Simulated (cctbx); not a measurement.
**CeZn3Hg2 with cctbx, script by script**

Library: cctbx 2025.11. The data are simulated by the first script.

## 1. Simulate the data

run.py:

```python
from cctbx import adptbx, crystal, miller, sgtbx, xray
from cctbx.array_family import flex
from iotbx.shelx import hklf
from scitbx import matrix
import scitbx.random

cs = crystal.symmetry(unit_cell=(5.69, 5.69, 4.423, 90, 90, 120), space_group_symbol='Hall: -P 6 2')  # P6/mmm
atoms = [  # label, site, U (iso, or U11 U22 U33 U12 U13 U23 in A^2), occupancy
    ("Hg1", (2/3, 1/3, 0), (0.0034, 0.0034, 0.0027, 0.0017, 0.0000, 0.0000), 1),
    ("Ce1", (0, 0, 0), (0.0026, 0.0026, 0.0036, 0.0013, 0.0000, 0.0000), 1),
    ("Zn1", (0, 0.5, 0.5), (0.0036, 0.0034, 0.0033, 0.0018, 0.0000, 0.0000), 1),
]
xs = xray.structure(crystal_symmetry=cs)
for label, site, u, occ in atoms:
    u = adptbx.u_cif_as_u_star(cs.unit_cell(), u) if isinstance(u, tuple) else u
    xs.add_scatterer(xray.scatterer(label, site=site, u=u, occupancy=occ))
xs.set_inelastic_form_factors(0.71073, "sasaki")
xs.show_summary()
p1 = xs.expand_to_p1()
ms = miller.build_set(p1, anomalous_flag=True, d_min=1.1)
flex.set_random_seed(563154)
scitbx.random.set_random_seed(563154)
ms = ms.select(flex.random_double(ms.size()) < 0.8)
i = ms.structure_factors_from_scatterers(p1, algorithm="direct").f_calc().as_intensity_array().data()
i = i * 20000 / flex.max(i)
sig = flex.sqrt(i + flex.pow2(0.02 * i) + 4 ** 2)
noise = scitbx.random.variate(scitbx.random.normal_distribution())(i.size())
data = ms.array(data=i + sig * noise, sigmas=sig).set_observation_type_xray_intensity()
with open("data.hkl", "w") as f:
    data.export_as_shelx_hklf(f)
print("reflections written:", data.size(), " <I/sigma> = %.1f" % flex.mean(data.data() / data.sigmas()))
for h, a, b in list(data.sort("data"))[:12]:
    print("%4d%4d%4d %9.1f %7.1f" % (h + (a, b)))
```

```console
$ python run.py
```

```text
Number of scatterers: 3
At special positions: 3
Unit cell: (5.69, 5.69, 4.423, 90, 90, 120)
Space group: P 6/m m m (No. 191)
reflections written: 287  <I/sigma> = 24.0
   0   0   2   20301.0   424.3
   0   0  -2   19988.6   424.3
   1  -2  -1   14289.1   295.9
   2  -1  -1   14018.2   295.9
  -1  -1  -1   13976.6   295.9
   1   1   1   13882.4   295.9
  -2   1  -1   13783.1   295.9
   1   1  -1   13703.7   295.9
  -2   1   1   13623.1   295.9
   2   2   0   13561.4   295.2
   2  -1   1   13477.7   295.9
  -2   4   0   13469.6   295.2
```

Run time: 0.22 s on 1 thread of Arm Neoverse V2, on a shared host, peak memory 0.07 GiB.

## 2. Refinement (right model)

run.py:

```python
import math
from cctbx import adptbx, crystal, maptbx, sgtbx, xray
from cctbx.array_family import flex
from cctbx.xray import observations
from iotbx.shelx import hklf
from scitbx.lstbx import normal_eqns_solving
from smtbx import absolute_structure, utils
from smtbx.refinement import constraints, least_squares

cs = crystal.symmetry(unit_cell=(5.69, 5.69, 4.423, 90, 90, 120), space_group_symbol='Hall: -P 6 2')  # P6/mmm
atoms = [  # label, site, U (iso, or U11 U22 U33 U12 U13 U23 in A^2), occupancy
    ("Hg1", (2/3, 1/3, 0), 0.0200, 1),
    ("Ce1", (0, 0, 0), 0.0200, 1),
    ("Zn1", (0, 0.5, 0.5), 0.0200, 1),
]
xs = xray.structure(crystal_symmetry=cs)
for label, site, u, occ in atoms:
    u = adptbx.u_cif_as_u_star(cs.unit_cell(), u) if isinstance(u, tuple) else u
    xs.add_scatterer(xray.scatterer(label, site=site, u=u, occupancy=occ))
xs.set_inelastic_form_factors(0.71073, "sasaki")
raw = hklf.reader(file_name="data.hkl").as_miller_arrays(crystal_symmetry=cs, anomalous=True)[0]
merged = raw.eliminate_sys_absent().merge_equivalents()
fo2 = merged.array().set_observation_type_xray_intensity()
print("Rint %.3f, %d unique reflections to %.2f A" % (merged.r_int(), fo2.size(), fo2.d_min()))
for sc in xs.scatterers():
    sc.flags.set_grad_site(True)
    sc.flags.set_grad_u_aniso(sc.flags.use_u_aniso())
    sc.flags.set_grad_u_iso(sc.flags.use_u_iso())
obs = fo2.as_xray_observations()
extra = {}
rep = constraints.reparametrisation(xs, [], utils.connectivity_table(xs), **extra)
ls = least_squares.crystallographic_ls(obs, rep, weighting_scheme=least_squares.mainstream_shelx_weighting(a=0, b=0))
print("cycle     R1     wR2    GooF  max shift (A)")
for cycle in range(8):
    ls.build_up()
    r1, wr2, goof = ls.r1_factor(cutoff_factor=2)[0], ls.wR2(), ls.goof()
    old = xs.sites_cart()
    normal_eqns_solving.levenberg_marquardt_iterations(ls, n_max_iterations=3, tau=1e-06, step_threshold=1e-7)
    big = flex.max((xs.sites_cart() - old).norms())
    print("%4d %7.4f %7.4f %7.3f %9.5f" % (cycle + 1, r1, wr2, goof, big))
    ls.build_up(objective_only=True)
    if abs(ls.wR2() - wr2) < 5e-5 and big < 5e-4:
        break
ls.build_up()
print("final R1 %.4f wR2 %.4f GooF %.3f  parameters %d  data/parameter %.1f" % (ls.r1_factor(cutoff_factor=2)[0], ls.wR2(), ls.goof(), ls.n_parameters, fo2.size() / ls.n_parameters))
cov = ls.covariance_matrix_and_annotations()
su = dict(zip(cov.annotations, (math.sqrt(max(v, 0)) for v in cov.matrix.matrix_packed_u_diagonal())))
a2 = cs.unit_cell().reciprocal_parameters()[0] ** -2
print("atom        x        y        z      Ueq    occ   su(xyz)  su(Uiso or U11)")
for sc in xs.scatterers():
    s = max(su.get(sc.label + k, 0) for k in (".x", ".y", ".z"))
    npd = "" if sc.is_positive_definite_u(cs.unit_cell()) else "  NPD"
    print("%-5s %8.5f %8.5f %8.5f %8.4f %6.3f %8.5f %7.4f%s" % ((sc.label,) + sc.site + (sc.u_iso_or_equiv(cs.unit_cell()), sc.occupancy, s, su.get(sc.label + ".uiso", su.get(sc.label + ".u11", 0) * a2), npd)))
fo = fo2.f_sq_as_f()
fc = fo.structure_factors_from_scatterers(xs, algorithm="direct").f_calc()
diff = fo.f_obs_minus_f_calc(1 / math.sqrt(ls.scale_factor()), fc).average_bijvoet_mates()
m = diff.fft_map(symmetry_flags=maptbx.use_space_group_symmetry, resolution_factor=0.25).apply_volume_scaling()
print("difference map: max %.2f min %.2f rms %.2f" % (m.statistics().max(), m.statistics().min(), m.statistics().sigma()))
peaks = m.peak_search(parameters=maptbx.peak_search_parameters(min_distance_sym_equiv=0.6, max_clusters=6)).all()
near = xs.closest_distances(peaks.sites(), distance_cutoff=4)
sps = cs.special_position_settings(min_distance_sym_equiv=0.5)
for k, (x, h) in enumerate(zip(peaks.sites(), peaks.heights())):
    ss = sps.site_symmetry(x)
    print("Q%-3d %7.4f %7.4f %7.4f %4d %7.2f  %.2f A from %s" % ((k + 1,) + tuple(t % 1 for t in ss.exact_site()) + (ss.multiplicity(), h, near.smallest_distances[k], xs.scatterers()[near.i_seqs[k]].label)))
```

```console
$ python run.py
```

```text
Rint 0.018, 32 unique reflections to 1.11 A
cycle     R1     wR2    GooF  max shift (A)
   1  0.0643  0.1351  11.602   0.00000
   2  0.0062  0.0125   1.078   0.00000
final R1 0.0062 wR2 0.0125 GooF 1.078  parameters 3  data/parameter 10.7
atom        x        y        z      Ueq    occ   su(xyz)  su(Uiso or U11)
Hg1    0.66667  0.33333  0.00000   0.0029  1.000  0.00000  0.0003
Ce1    0.00000  0.00000  0.00000   0.0023  1.000  0.00000  0.0004
Zn1    0.00000  0.50000  0.50000   0.0030  1.000  0.00000  0.0004
difference map: max 0.16 min -0.38 rms 0.08
Q1    0.0000  0.0000  0.1581    2    0.16  0.70 A from Ce1
Q2    0.2361  0.4723  0.1210   12    0.15  1.10 A from Hg1
Q3    0.0000  0.2549  0.3761   12    0.11  1.50 A from Zn1
Q4    0.0000  0.3624  0.0925   12    0.11  1.87 A from Hg1
Q5    0.1330  0.2659  0.3525   12    0.10  1.94 A from Zn1
Q6    0.0000  0.5000  0.1248    6    0.09  1.66 A from Zn1
```

Time: 0.38 s.

## 3. Simulate the data

run.py, as its changes from the last script of this kind:

```diff
@@ -20 +20 @@
-ms = miller.build_set(p1, anomalous_flag=True, d_min=1.1)
+ms = miller.build_set(p1, anomalous_flag=True, d_min=0.84)
```

```console
$ python run.py
```

```text
Number of scatterers: 3
At special positions: 3
Unit cell: (5.69, 5.69, 4.423, 90, 90, 120)
Space group: P 6/m m m (No. 191)
reflections written: 694  <I/sigma> = 22.3
   0   0   2   20240.0   424.3
   0   0  -2   19803.5   424.3
   1  -2   1   14017.2   295.9
   1   1  -1   13938.7   295.9
   1   1   1   13792.4   295.9
  -1  -1   1   13746.7   295.9
  -1   2  -1   13563.8   295.9
   2  -4   0   13511.8   295.2
  -2   4   0   13496.6   295.2
  -2  -2   0   13474.5   295.2
   2  -1   1   13448.5   295.9
   2   2   0   13447.6   295.2
```

Time: 0.23 s.

## 4. Refinement (right model)

run.py, as its changes from the last script of this kind:

```diff
@@ -20,0 +21 @@
+xs.convert_to_anisotropic()
```

```console
$ python run.py
```

```text
Rint 0.019, 64 unique reflections to 0.84 A
cycle     R1     wR2    GooF  max shift (A)
   1  0.1120  0.2386  21.419   0.00000
   2  0.0049  0.0111   0.993   0.00000
final R1 0.0049 wR2 0.0111 GooF 0.993  parameters 7  data/parameter 9.1
atom        x        y        z      Ueq    occ   su(xyz)  su(Uiso or U11)
Hg1    0.66667  0.33333  0.00000   0.0031  1.000  0.00000  0.0001
Ce1    0.00000  0.00000  0.00000   0.0031  1.000  0.00000  0.0002
Zn1    0.00000  0.50000  0.50000   0.0033  1.000  0.00000  0.0003
difference map: max 0.43 min -0.33 rms 0.10
Q1    0.0000  0.0000  0.1954    2    0.44  0.86 A from Ce1
Q2    0.0000  0.0000  0.3731    2    0.33  1.65 A from Ce1
Q3    0.0000  0.1468  0.5000    6    0.23  2.01 A from Zn1
Q4    0.2788  0.5577  0.5000    6    0.21  1.45 A from Zn1
Q5    0.1918  0.5959  0.1539   12    0.19  0.97 A from Hg1
Q6    0.2602  0.5204  0.2185   12    0.16  1.21 A from Hg1
```

Time: 0.45 s.

## 5. Simulate the data

run.py, as its changes from the last script of this kind:

```diff
@@ -20 +20 @@
-ms = miller.build_set(p1, anomalous_flag=True, d_min=0.84)
+ms = miller.build_set(p1, anomalous_flag=True, d_min=0.6)
```

```console
$ python run.py
```

```text
Number of scatterers: 3
At special positions: 3
Unit cell: (5.69, 5.69, 4.423, 90, 90, 120)
Space group: P 6/m m m (No. 191)
reflections written: 1866  <I/sigma> = 18.9
   0   0   2   20193.3   424.3
  -2   1  -1   14080.2   295.9
   4  -2   0   13873.7   295.2
  -1  -1   1   13872.9   295.9
   1  -2   1   13842.6   295.9
   1   1  -1   13821.4   295.9
  -1   2   1   13600.5   295.9
  -1   2  -1   13544.1   295.9
   1  -2  -1   13503.5   295.9
   2   2   0   13479.6   295.2
  -2   4   0   13477.4   295.2
   2  -1   1   13418.7   295.9
```

Time: 0.24 s.

## 6. Refinement (right model)

run.py:

```python
import math
from cctbx import adptbx, crystal, maptbx, sgtbx, xray
from cctbx.array_family import flex
from cctbx.xray import observations
from iotbx.shelx import hklf
from scitbx.lstbx import normal_eqns_solving
from smtbx import absolute_structure, utils
from smtbx.refinement import constraints, least_squares

cs = crystal.symmetry(unit_cell=(5.69, 5.69, 4.423, 90, 90, 120), space_group_symbol='Hall: -P 6 2')  # P6/mmm
atoms = [  # label, site, U (iso, or U11 U22 U33 U12 U13 U23 in A^2), occupancy
    ("Hg1", (2/3, 1/3, 0), 0.0200, 1),
    ("Ce1", (0, 0, 0), 0.0200, 1),
    ("Zn1", (0, 0.5, 0.5), 0.0200, 1),
]
xs = xray.structure(crystal_symmetry=cs)
for label, site, u, occ in atoms:
    u = adptbx.u_cif_as_u_star(cs.unit_cell(), u) if isinstance(u, tuple) else u
    xs.add_scatterer(xray.scatterer(label, site=site, u=u, occupancy=occ))
xs.set_inelastic_form_factors(0.71073, "sasaki")
xs.convert_to_anisotropic()
raw = hklf.reader(file_name="data.hkl").as_miller_arrays(crystal_symmetry=cs, anomalous=True)[0]
merged = raw.eliminate_sys_absent().merge_equivalents()
fo2 = merged.array().set_observation_type_xray_intensity()
print("Rint %.3f, %d unique reflections to %.2f A" % (merged.r_int(), fo2.size(), fo2.d_min()))
for sc in xs.scatterers():
    sc.flags.set_grad_site(True)
    sc.flags.set_grad_u_aniso(sc.flags.use_u_aniso())
    sc.flags.set_grad_u_iso(sc.flags.use_u_iso())
obs = fo2.as_xray_observations()
extra = {}
rep = constraints.reparametrisation(xs, [], utils.connectivity_table(xs), **extra)
ls = least_squares.crystallographic_ls(obs, rep, weighting_scheme=least_squares.mainstream_shelx_weighting(a=0, b=0))
print("cycle     R1     wR2    GooF  max shift (A)")
for cycle in range(8):
    ls.build_up()
    r1, wr2, goof = ls.r1_factor(cutoff_factor=2)[0], ls.wR2(), ls.goof()
    old = xs.sites_cart()
    normal_eqns_solving.levenberg_marquardt_iterations(ls, n_max_iterations=3, tau=1e-06, step_threshold=1e-7)
    big = flex.max((xs.sites_cart() - old).norms())
    print("%4d %7.4f %7.4f %7.3f %9.5f" % (cycle + 1, r1, wr2, goof, big))
    ls.build_up(objective_only=True)
    if abs(ls.wR2() - wr2) < 5e-5 and big < 5e-4:
        break
ls.build_up()
print("final R1 %.4f wR2 %.4f GooF %.3f  parameters %d  data/parameter %.1f" % (ls.r1_factor(cutoff_factor=2)[0], ls.wR2(), ls.goof(), ls.n_parameters, fo2.size() / ls.n_parameters))
cov = ls.covariance_matrix_and_annotations()
su = dict(zip(cov.annotations, (math.sqrt(max(v, 0)) for v in cov.matrix.matrix_packed_u_diagonal())))
a2 = cs.unit_cell().reciprocal_parameters()[0] ** -2
print("atom        x        y        z      Ueq    occ   su(xyz)  su(Uiso or U11)")
for sc in xs.scatterers():
    s = max(su.get(sc.label + k, 0) for k in (".x", ".y", ".z"))
    npd = "" if sc.is_positive_definite_u(cs.unit_cell()) else "  NPD"
    print("%-5s %8.5f %8.5f %8.5f %8.4f %6.3f %8.5f %7.4f%s" % ((sc.label,) + sc.site + (sc.u_iso_or_equiv(cs.unit_cell()), sc.occupancy, s, su.get(sc.label + ".uiso", su.get(sc.label + ".u11", 0) * a2), npd)))
fo = fo2.f_sq_as_f()
fc = fo.structure_factors_from_scatterers(xs, algorithm="direct").f_calc()
diff = fo.f_obs_minus_f_calc(1 / math.sqrt(ls.scale_factor()), fc).average_bijvoet_mates()
m = diff.fft_map(symmetry_flags=maptbx.use_space_group_symmetry, resolution_factor=0.25).apply_volume_scaling()
print("difference map: max %.2f min %.2f rms %.2f" % (m.statistics().max(), m.statistics().min(), m.statistics().sigma()))
peaks = m.peak_search(parameters=maptbx.peak_search_parameters(min_distance_sym_equiv=0.6, max_clusters=6)).all()
near = xs.closest_distances(peaks.sites(), distance_cutoff=4)
sps = cs.special_position_settings(min_distance_sym_equiv=0.5)
for k, (x, h) in enumerate(zip(peaks.sites(), peaks.heights())):
    ss = sps.site_symmetry(x)
    print("Q%-3d %7.4f %7.4f %7.4f %4d %7.2f  %.2f A from %s" % ((k + 1,) + tuple(t % 1 for t in ss.exact_site()) + (ss.multiplicity(), h, near.smallest_distances[k], xs.scatterers()[near.i_seqs[k]].label)))
```

```console
$ python run.py
```

```text
Rint 0.022, 151 unique reflections to 0.60 A
cycle     R1     wR2    GooF  max shift (A)
   1  0.2170  0.4506  36.613   0.00000
   2  0.0058  0.0120   0.976   0.00000
final R1 0.0058 wR2 0.0120 GooF 0.976  parameters 7  data/parameter 21.6
atom        x        y        z      Ueq    occ   su(xyz)  su(Uiso or U11)
Hg1    0.66667  0.33333  0.00000   0.0031  1.000  0.00000  0.0000
Ce1    0.00000  0.00000  0.00000   0.0029  1.000  0.00000  0.0001
Zn1    0.00000  0.50000  0.50000   0.0034  1.000  0.00000  0.0001
difference map: max 0.60 min -0.69 rms 0.14
Q1    0.0757  0.1514  0.0000    6    0.60  0.75 A from Ce1
Q2    0.2501  0.5002  0.3112   12    0.59  1.60 A from Hg1
Q3    0.0000  0.3055  0.5000    6    0.56  1.11 A from Zn1
Q4    0.0818  0.5409  0.0000    6    0.55  1.24 A from Hg1
Q5    0.1698  0.5029  0.0000   12    0.44  0.93 A from Hg1
Q6    0.1200  0.2399  0.5000    6    0.40  1.91 A from Zn1
```

It took 0.39 s on 1 thread of Arm Neoverse V2, with other jobs on the host, peak memory 0.09 GiB.

[Logs are printed without paths, hosts, clocks, repeated set-up lines and the standing remarks that a program may print on its own settings, such as how far it seeks lower states.]
